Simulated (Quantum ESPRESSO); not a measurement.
# Al(111), 5 layers: k-mesh convergence, part 2 of 3

Which setting serves for Al(111), 5 layers? The runs below step through one kind of setting.

Quantum ESPRESSO 7.5; plane-wave DFT, PBE, GBRV ultrasoft pseudopotentials.

So far. Step 2 (Ground state: 26×26×1 points): The run needed 31 iterations to bring the estimated error under 1e-07 Ry; the largest force on any atom, held or free, is 0.07 eV/Å. Step 2 (Ground state: 26×26×1 points): Inside the slab this potential holds the local part of the pseudopotentials, which can be repulsive at the nuclei; only its value in the vacuum has a meaning of its own.

### Step 3. Self-consistent run: 19×19×1 points

File c1.in:

```
&control
  prefix = 'c1'
  outdir = './out'
  pseudo_dir = './pseudo'
  calculation = 'scf'
  tprnfor = .true.
/
&system
  ibrav = 0
  nat = 5
  ntyp = 1
  ecutwfc = 40
  ecutrho = 200
  occupations = 'smearing'
  smearing = 'mv'
  degauss = 0.02
  assume_isolated = 'esm'
  esm_bc = 'bc1'
/
&electrons
  conv_thr = 1e-07
  mixing_beta = 0.4
  electron_maxstep = 120
  mixing_mode = 'local-TF'
/
ATOMIC_SPECIES
  Al  26.9815  al_pbe_v1.uspp.F.UPF
CELL_PARAMETERS angstrom
  2.86378246380552 0.00000000000000 0.00000000000000
  1.43189123190276 2.48010836456797 0.00000000000000
  0.00000000000000 0.00000000000000 25.35307436087194
ATOMIC_POSITIONS crystal
  Al  0.666666666700 0.666666666700 -0.184456413998
  Al  0.000000000000 0.000000000000 -0.092228206999
  Al  0.333333333300 0.333333333300 0.000000000000
  Al  0.666666666700 0.666666666700 0.092228206999
  Al  0.000000000000 0.000000000000 0.184456413998
K_POINTS automatic
  19 19 1 0 0 0
```

Command:

```sh
$ OMP_NUM_THREADS=1 mpirun -n 4 pw.x -nk 4 -in c1.in > c1.out
```

The log of the run:

```text
[banner, memory and clock lines left out]
Program PWSCF v.7.5 starts
[...]
Message from routine setup:
[...]
number of electrons       =        15.00
     number of Kohn-Sham states=           12
     kinetic-energy cutoff     =      40.0000  Ry
     charge density cutoff     =     200.0000  Ry
[...]
number of k points=    40  Marzari-Vanderbilt smearing, width (Ry)=  0.0200
[...]
Dense  grid:    57983 G-vectors     FFT dimensions: (  27,  27, 216)
[...]
negative rho (up, down):  1.612E-04 0.000E+00
     Starting wfcs are   20 randomized atomic wfcs
[...]
negative rho (up, down):  8.292E-06 0.000E+00
[...]
estimated scf accuracy    <       0.20284755 Ry
[...]
negative rho (up, down):  2.925E-08 0.000E+00
[...]
estimated scf accuracy    <       0.18684666 Ry
[...]
estimated scf accuracy    <       0.09668638 Ry
[...]
estimated scf accuracy    <       0.01500889 Ry
[...]
estimated scf accuracy    <       0.00525861 Ry
[...]
estimated scf accuracy    <       0.01412863 Ry
[...]
estimated scf accuracy    <       0.04734826 Ry
[...]
estimated scf accuracy    <       0.07277143 Ry
[...]
estimated scf accuracy    <       0.01775681 Ry
[...]
negative rho (up, down):  2.469E-05 0.000E+00
[...]
estimated scf accuracy    <       0.05329035 Ry
[...]
negative rho (up, down):  2.634E-04 0.000E+00
[...]
estimated scf accuracy    <       0.05836428 Ry
[...]
negative rho (up, down):  3.730E-04 0.000E+00
[...]
estimated scf accuracy    <       0.01730861 Ry
[...]
negative rho (up, down):  5.487E-04 0.000E+00
[...]
estimated scf accuracy    <       0.00398540 Ry
[...]
negative rho (up, down):  1.888E-04 0.000E+00
[...]
estimated scf accuracy    <       0.00018101 Ry
[...]
negative rho (up, down):  1.417E-04 0.000E+00
[...]
estimated scf accuracy    <       0.00068104 Ry
[...]
negative rho (up, down):  1.511E-04 0.000E+00
[...]
estimated scf accuracy    <       0.00076287 Ry
[...]
negative rho (up, down):  1.460E-04 0.000E+00
[...]
estimated scf accuracy    <       0.00069406 Ry
[...]
negative rho (up, down):  1.720E-04 0.000E+00
[...]
estimated scf accuracy    <       0.00062028 Ry
[...]
negative rho (up, down):  1.585E-04 0.000E+00
[...]
estimated scf accuracy    <       0.00011392 Ry
[...]
negative rho (up, down):  1.661E-04 0.000E+00
[...]
estimated scf accuracy    <       0.00011694 Ry
[...]
negative rho (up, down):  2.011E-04 0.000E+00
[...]
estimated scf accuracy    <       0.00005304 Ry
[...]
negative rho (up, down):  2.095E-04 0.000E+00
[...]
estimated scf accuracy    <       0.00000212 Ry
[...]
negative rho (up, down):  2.069E-04 0.000E+00
[...]
estimated scf accuracy    <       0.00002436 Ry
[...]
negative rho (up, down):  1.906E-04 0.000E+00
[...]
estimated scf accuracy    <       0.00003108 Ry
[...]
negative rho (up, down):  1.621E-04 0.000E+00
[...]
estimated scf accuracy    <       0.00002269 Ry
[...]
negative rho (up, down):  1.775E-04 0.000E+00
[...]
estimated scf accuracy    <       0.00002564 Ry
[...]
negative rho (up, down):  1.512E-04 0.000E+00
[...]
estimated scf accuracy    <       0.00003401 Ry
[...]
negative rho (up, down):  1.466E-04 0.000E+00
[...]
estimated scf accuracy    <       0.00001901 Ry
[...]
negative rho (up, down):  1.598E-04 0.000E+00
[...]
estimated scf accuracy    <       0.00001433 Ry
[...]
negative rho (up, down):  1.724E-04 0.000E+00
[...]
estimated scf accuracy    <       0.00000856 Ry
[...]
negative rho (up, down):  1.933E-04 0.000E+00
[...]
estimated scf accuracy    <       0.00000576 Ry
[...]
negative rho (up, down):  1.925E-04 0.000E+00
[...]
estimated scf accuracy    <       0.00000498 Ry
[...]
negative rho (up, down):  1.916E-04 0.000E+00
[...]
estimated scf accuracy    <       0.00000159 Ry
[...]
negative rho (up, down):  1.870E-04 0.000E+00
[...]
estimated scf accuracy    <       0.00000171 Ry
[...]
negative rho (up, down):  1.761E-04 0.000E+00
[...]
estimated scf accuracy    <       0.00000057 Ry
[...]
negative rho (up, down):  1.750E-04 0.000E+00
[...]
estimated scf accuracy    <       0.00000099 Ry
[...]
negative rho (up, down):  1.834E-04 0.000E+00
[...]
estimated scf accuracy    <       0.00000017 Ry
[...]
negative rho (up, down):  1.907E-04 0.000E+00
[...]
estimated scf accuracy    <       0.00000057 Ry
[...]
negative rho (up, down):  1.883E-04 0.000E+00
[...]
the Fermi energy is    -4.1171 ev
!    total energy              =     -33.48410745 Ry
     estimated scf accuracy    <          5.5E-09 Ry
     smearing contrib. (-TS)   =      -0.00018869 Ry
     internal energy E=F+TS    =     -33.48391876 Ry
[...]
one-electron contribution =     832.28372228 Ry
     hartree contribution      =    -415.27463544 Ry
     xc contribution           =     -21.28755631 Ry
     ewald contribution        =    -429.20544930 Ry
     convergence has been achieved in  39 iterations
     negative rho (up, down):  1.883E-04 0.000E+00
[...]
Total force =     0.006227     Total SCF correction =     0.000055
[...]
```

Run time: 1.7 min. Hardware: 4 MPI ranks of Intel Xeon Platinum 8259CL at 2.50GHz (Skylake/Cascade Lake), shared host; peak memory 0.42 GiB; 7 min of CPU time.

Numbers from this step:

| Property | Result |
| --- | --- |
| free energy | -455.5745 eV |
| Fermi energy | -4.117 eV |
| vacuum line at the lower end of the cell, over the Fermi level | 4.117 eV |
| vacuum line at the upper end of the cell, over the Fermi level | 4.117 eV |

The program's own clock; routines nest. Time by routine:

```
  routine  wall time (s)  calls
    PWSCF          103.9      1
electrons          100.4      1
  c_bands          68.26     39
  cegterg          48.64    390
    h_psi          41.49   2221
 vloc_psi          36.97   2221
     fftw          35.64  33076
  mix_rho          16.17     39
 sum_band          10.18     39
     ffts           7.44   4081
 v_of_rho           3.65     40
   calbec              3   2651
 init_run           2.88      1
      fft           2.38    529
```

Counted from each run's own zero (the Fermi level), the vacuum level differs from the first run's by +5 meV.

### Step 4. SCF with pw.x: 13×13×1 points

c2.in is the input of step 3 with these lines changed:

```diff
@@ -1,3 +1,3 @@
 &control
-  prefix = 'c1'
+  prefix = 'c2'
   outdir = './out'
@@ -38,2 +38,2 @@
 K_POINTS automatic
-  19 19 1 0 0 0
+  13 13 1 0 0 0
```

Command:

```sh
$ OMP_NUM_THREADS=1 mpirun -n 4 pw.x -nk 4 -in c2.in > c2.out
```

The log of the run:

```text
[banner, memory and clock lines left out]
Program PWSCF v.7.5 starts
[...]
Message from routine setup:
[...]
number of electrons       =        15.00
     number of Kohn-Sham states=           12
     kinetic-energy cutoff     =      40.0000  Ry
     charge density cutoff     =     200.0000  Ry
[...]
number of k points=    21  Marzari-Vanderbilt smearing, width (Ry)=  0.0200
[...]
Dense  grid:    57983 G-vectors     FFT dimensions: (  27,  27, 216)
[...]
negative rho (up, down):  1.612E-04 0.000E+00
     Starting wfcs are   20 randomized atomic wfcs
[...]
negative rho (up, down):  6.463E-06 0.000E+00
[...]
estimated scf accuracy    <       0.19265846 Ry
[...]
negative rho (up, down):  2.680E-07 0.000E+00
[...]
estimated scf accuracy    <       0.19148689 Ry
[...]
estimated scf accuracy    <       0.15240659 Ry
[...]
estimated scf accuracy    <       0.01396946 Ry
[...]
estimated scf accuracy    <       0.01231200 Ry
[...]
negative rho (up, down):  3.014E-07 0.000E+00
[...]
estimated scf accuracy    <       0.02344684 Ry
[...]
estimated scf accuracy    <       0.03964378 Ry
[...]
estimated scf accuracy    <       0.05086832 Ry
[...]
estimated scf accuracy    <       0.08662256 Ry
[...]
negative rho (up, down):  5.122E-05 0.000E+00
[...]
estimated scf accuracy    <       0.03973456 Ry
[...]
negative rho (up, down):  2.401E-05 0.000E+00
[...]
estimated scf accuracy    <       0.01069881 Ry
[...]
negative rho (up, down):  6.591E-06 0.000E+00
[...]
estimated scf accuracy    <       0.03750790 Ry
[...]
negative rho (up, down):  4.151E-05 0.000E+00
[...]
estimated scf accuracy    <       0.02025861 Ry
[...]
negative rho (up, down):  5.986E-05 0.000E+00
[...]
estimated scf accuracy    <       0.00044505 Ry
[...]
negative rho (up, down):  3.646E-05 0.000E+00
[...]
estimated scf accuracy    <       0.00055227 Ry
[...]
negative rho (up, down):  8.776E-05 0.000E+00
[...]
estimated scf accuracy    <       0.00067973 Ry
[...]
negative rho (up, down):  5.180E-05 0.000E+00
[...]
estimated scf accuracy    <       0.00071690 Ry
[...]
negative rho (up, down):  8.609E-05 0.000E+00
[...]
estimated scf accuracy    <       0.00073163 Ry
[...]
negative rho (up, down):  9.356E-05 0.000E+00
[...]
estimated scf accuracy    <       0.00011098 Ry
[...]
negative rho (up, down):  1.500E-04 0.000E+00
[...]
estimated scf accuracy    <       0.00003164 Ry
[...]
negative rho (up, down):  1.737E-04 0.000E+00
[...]
estimated scf accuracy    <       0.00000590 Ry
[...]
negative rho (up, down):  1.824E-04 0.000E+00
[...]
estimated scf accuracy    <       0.00000724 Ry
[...]
negative rho (up, down):  1.922E-04 0.000E+00
[...]
estimated scf accuracy    <       0.00000094 Ry
[...]
negative rho (up, down):  1.900E-04 0.000E+00
[...]
estimated scf accuracy    <       0.00000101 Ry
[...]
negative rho (up, down):  1.949E-04 0.000E+00
[...]
estimated scf accuracy    <       0.00000048 Ry
[...]
negative rho (up, down):  1.877E-04 0.000E+00
[...]
the Fermi energy is    -4.1197 ev
!    total energy              =     -33.48333958 Ry
     estimated scf accuracy    <       0.00000001 Ry
     smearing contrib. (-TS)   =      -0.00003974 Ry
     internal energy E=F+TS    =     -33.48329984 Ry
[...]
one-electron contribution =     832.26234771 Ry
     hartree contribution      =    -415.25218907 Ry
     xc contribution           =     -21.28800918 Ry
     ewald contribution        =    -429.20544930 Ry
     convergence has been achieved in  26 iterations
     negative rho (up, down):  1.877E-04 0.000E+00
[...]
Total force =     0.007881     Total SCF correction =     0.000068
[...]
```

The job ended after 41 s (4 MPI ranks; peak memory 0.4 GiB).

This step gave:

- free energy: -455.5640 eV
- Fermi energy: -4.120 eV
- vacuum line at the lower end of the cell, over the Fermi level: 4.120 eV
- vacuum line at the upper end of the cell, over the Fermi level: 4.120 eV

The program's own clock; routines nest. Time by routine:

```
  routine  wall time (s)  calls
    PWSCF          40.49      1
electrons          37.74      1
  c_bands          22.83     26
  cegterg          17.84    156
    h_psi          15.75    905
 vloc_psi          14.11    905
     fftw          13.82  13782
  mix_rho              8     26
     ffts              4   2392
 sum_band            3.6     26
 init_run           2.43      1
 v_of_rho           2.09     27
      fft           1.59    360
   calbec           1.12   1085
```

Counted from each run's own zero (the Fermi level), the vacuum level differs from the first run's by +7 meV.

### Step 5. Self-consistent run: 10×10×1 points

c3.in is the input of step 4 with these lines changed:

```diff
@@ -1,3 +1,3 @@
 &control
-  prefix = 'c2'
+  prefix = 'c3'
   outdir = './out'
@@ -38,2 +38,2 @@
 K_POINTS automatic
-  13 13 1 0 0 0
+  10 10 1 0 0 0
```

Command:

```sh
$ OMP_NUM_THREADS=1 mpirun -n 4 pw.x -nk 4 -in c3.in > c3.out
```

The log of the run:

```text
[banner, memory and clock lines left out]
Program PWSCF v.7.5 starts
[...]
Message from routine setup:
[...]
number of electrons       =        15.00
     number of Kohn-Sham states=           12
     kinetic-energy cutoff     =      40.0000  Ry
     charge density cutoff     =     200.0000  Ry
[...]
number of k points=    14  Marzari-Vanderbilt smearing, width (Ry)=  0.0200
[...]
Dense  grid:    57983 G-vectors     FFT dimensions: (  27,  27, 216)
[...]
negative rho (up, down):  1.612E-04 0.000E+00
     Starting wfcs are   20 randomized atomic wfcs
[...]
negative rho (up, down):  1.478E-05 0.000E+00
[...]
estimated scf accuracy    <       0.16531851 Ry
[...]
negative rho (up, down):  4.180E-07 0.000E+00
[...]
estimated scf accuracy    <       0.16249308 Ry
[...]
estimated scf accuracy    <       0.12485840 Ry
[...]
estimated scf accuracy    <       0.01441818 Ry
[...]
estimated scf accuracy    <       0.01465551 Ry
[...]
negative rho (up, down):  3.580E-08 0.000E+00
[...]
estimated scf accuracy    <       0.02646127 Ry
[...]
estimated scf accuracy    <       0.05513460 Ry
[...]
estimated scf accuracy    <       0.06282978 Ry
[...]
negative rho (up, down):  3.363E-06 0.000E+00
[...]
estimated scf accuracy    <       0.06273330 Ry
[...]
negative rho (up, down):  9.567E-06 0.000E+00
[...]
estimated scf accuracy    <       0.05859071 Ry
[...]
negative rho (up, down):  4.128E-06 0.000E+00
[...]
estimated scf accuracy    <       0.04615346 Ry
[...]
negative rho (up, down):  1.395E-03 0.000E+00
[...]
estimated scf accuracy    <       0.03679183 Ry
[...]
negative rho (up, down):  1.302E-04 0.000E+00
[...]
estimated scf accuracy    <       0.00986558 Ry
[...]
negative rho (up, down):  1.093E-04 0.000E+00
[...]
estimated scf accuracy    <       0.00085852 Ry
[...]
negative rho (up, down):  2.100E-05 0.000E+00
[...]
estimated scf accuracy    <       0.00161436 Ry
[...]
negative rho (up, down):  9.029E-06 0.000E+00
[...]
estimated scf accuracy    <       0.00118022 Ry
[...]
negative rho (up, down):  4.498E-05 0.000E+00
[...]
estimated scf accuracy    <       0.00085619 Ry
[...]
negative rho (up, down):  1.541E-04 0.000E+00
[...]
estimated scf accuracy    <       0.00052445 Ry
[...]
negative rho (up, down):  1.776E-04 0.000E+00
[...]
estimated scf accuracy    <       0.00032335 Ry
[...]
negative rho (up, down):  1.952E-04 0.000E+00
[...]
estimated scf accuracy    <       0.00025975 Ry
[...]
negative rho (up, down):  2.165E-04 0.000E+00
[...]
estimated scf accuracy    <       0.00028963 Ry
[...]
negative rho (up, down):  2.101E-04 0.000E+00
[...]
estimated scf accuracy    <       0.00029093 Ry
[...]
negative rho (up, down):  2.560E-04 0.000E+00
[...]
estimated scf accuracy    <       0.00018008 Ry
[...]
negative rho (up, down):  2.433E-04 0.000E+00
[...]
estimated scf accuracy    <       0.00004646 Ry
[...]
negative rho (up, down):  2.369E-04 0.000E+00
[...]
estimated scf accuracy    <       0.00004155 Ry
[...]
negative rho (up, down):  1.916E-04 0.000E+00
[...]
estimated scf accuracy    <       0.00005114 Ry
[...]
negative rho (up, down):  1.917E-04 0.000E+00
[...]
estimated scf accuracy    <       0.00002566 Ry
[...]
negative rho (up, down):  1.862E-04 0.000E+00
[...]
estimated scf accuracy    <       0.00002514 Ry
[...]
negative rho (up, down):  1.972E-04 0.000E+00
[...]
estimated scf accuracy    <       0.00001271 Ry
[...]
negative rho (up, down):  2.162E-04 0.000E+00
[...]
estimated scf accuracy    <       0.00000227 Ry
[...]
negative rho (up, down):  2.177E-04 0.000E+00
[...]
estimated scf accuracy    <       0.00000074 Ry
[...]
negative rho (up, down):  2.034E-04 0.000E+00
[...]
estimated scf accuracy    <       0.00000028 Ry
[...]
negative rho (up, down):  1.879E-04 0.000E+00
[...]
the Fermi energy is    -4.1308 ev
!    total energy              =     -33.48629336 Ry
     estimated scf accuracy    <       0.00000003 Ry
     smearing contrib. (-TS)   =      -0.00005136 Ry
     internal energy E=F+TS    =     -33.48624200 Ry
[...]
one-electron contribution =     832.31706947 Ry
     hartree contribution      =    -415.30979288 Ry
     xc contribution           =     -21.28806929 Ry
     ewald contribution        =    -429.20544930 Ry
     convergence has been achieved in  33 iterations
     negative rho (up, down):  1.879E-04 0.000E+00
[...]
Total force =     0.007246     Total SCF correction =     0.000088
[...]
```

Run time: 38 s. Hardware: 4 MPI ranks; peak memory 0.38 GiB.

Read from the output:

| Quantity | Value |
| --- | --- |
| free energy | -455.6042 eV |
| Fermi energy | -4.131 eV |
| vacuum line at the lower end of the cell, over the Fermi level | 4.131 eV |
| vacuum line at the upper end of the cell, over the Fermi level | 4.131 eV |

The program's own clock; routines nest. Time by routine:

```
  routine  wall time (s)  calls
    PWSCF          37.27      1
electrons          34.52      1
  c_bands             17     33
  cegterg           13.4    132
    h_psi          11.93    774
 vloc_psi          10.66    774
     fftw          10.54  10652
  mix_rho          10.07     33
     ffts           5.01   3151
 sum_band            3.4     33
 v_of_rho           2.49     34
 init_run           2.45      1
      fft           1.68    451
     newd           1.39     34
```

Counted from each run's own zero (the Fermi level), the vacuum level differs from the first run's by +18 meV.

(Continued in part 3 of 3.)

[Logs are printed without paths, hosts, clocks, repeated set-up lines and the standing remarks that a program may print on its own settings, such as how far it seeks lower states.]

[Hosts, paths, dates, database ids (printed as entryN), source tags and the programs' standing remarks are cut or masked in the printed files.]

[Maps of the electrostatic potential energy from Ansatz leave out the sawtooth potential of an applied field or a dipole correction, so their vacuum need not be flat; planar profiles and work functions include it.]
